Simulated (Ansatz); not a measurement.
In doubt: masses and optical values from hybrid runs of this build are listed as unsure (in some of the runs), which bears on the screening that GW takes from such a start.

The crystal is CO2 (Pa-3).

```xyz
12
Lattice="5.4971 0.0000 0.0000 0.0000 5.4971 0.0000 0.0000 0.0000 5.4971" Properties=species:S:1:pos:R:3 pbc="T T T"
C     0.0000    0.0000    0.0000
C     2.7485    0.0000    2.7485
C     2.7485    2.7485    0.0000
C     0.0000    2.7485    2.7485
O     0.6736    0.6736    0.6736
O     2.0749    4.8235    3.4221
O     3.4221    2.0749    4.8235
O     4.8235    3.4221    2.0749
O     4.8235    4.8235    4.8235
O     3.4221    0.6736    2.0749
O     2.0749    3.4221    0.6736
O     0.6736    2.0749    3.4221
```

The cell and positions are those that the Materials Project relaxed with its own functionals (PBE, PBE+U or r2SCAN), kept fixed.

Gaps computed with Ansatz 0.2.0 without a self-energy: HSE06 8.62 eV, r2SCAN 7.49 eV and PBE0 9.41 eV.

**Question.** What gap should G0W0 on HSE06 give (4×4×4 mesh, 910 empty bands, screening to 180 eV, PAW set soft_1 files)?

About 11.25 eV: on its mesh the run moves the gap from 8.62 eV by +2.62 eV. Among the scalar-relativistic levels given, PBE0 is nearest (−1.84 eV). Bands and cutoff are finite, so the gap is not at the basis limit. The miss can reach some tenths of an eV and take either sign; the mesh is an error of its own.

[Paths, hosts, dates, memory and timing lines, banners, echoed tables and standing remarks are left out of the program output.]

[Logs are printed without paths, hosts, clocks, repeated set-up lines and the standing remarks that a program may print on its own settings, such as how far it seeks lower states.]

[Runs of the session that timed out or met a known fault of the program may be left out.]

[Cells called generated may have been cut or substituted from an entry of the Crystallography Open Database or the Materials Project.]

[Hosts, paths, dates, database ids (printed as entryN), source tags and the programs' standing remarks are cut or masked in the printed files.]
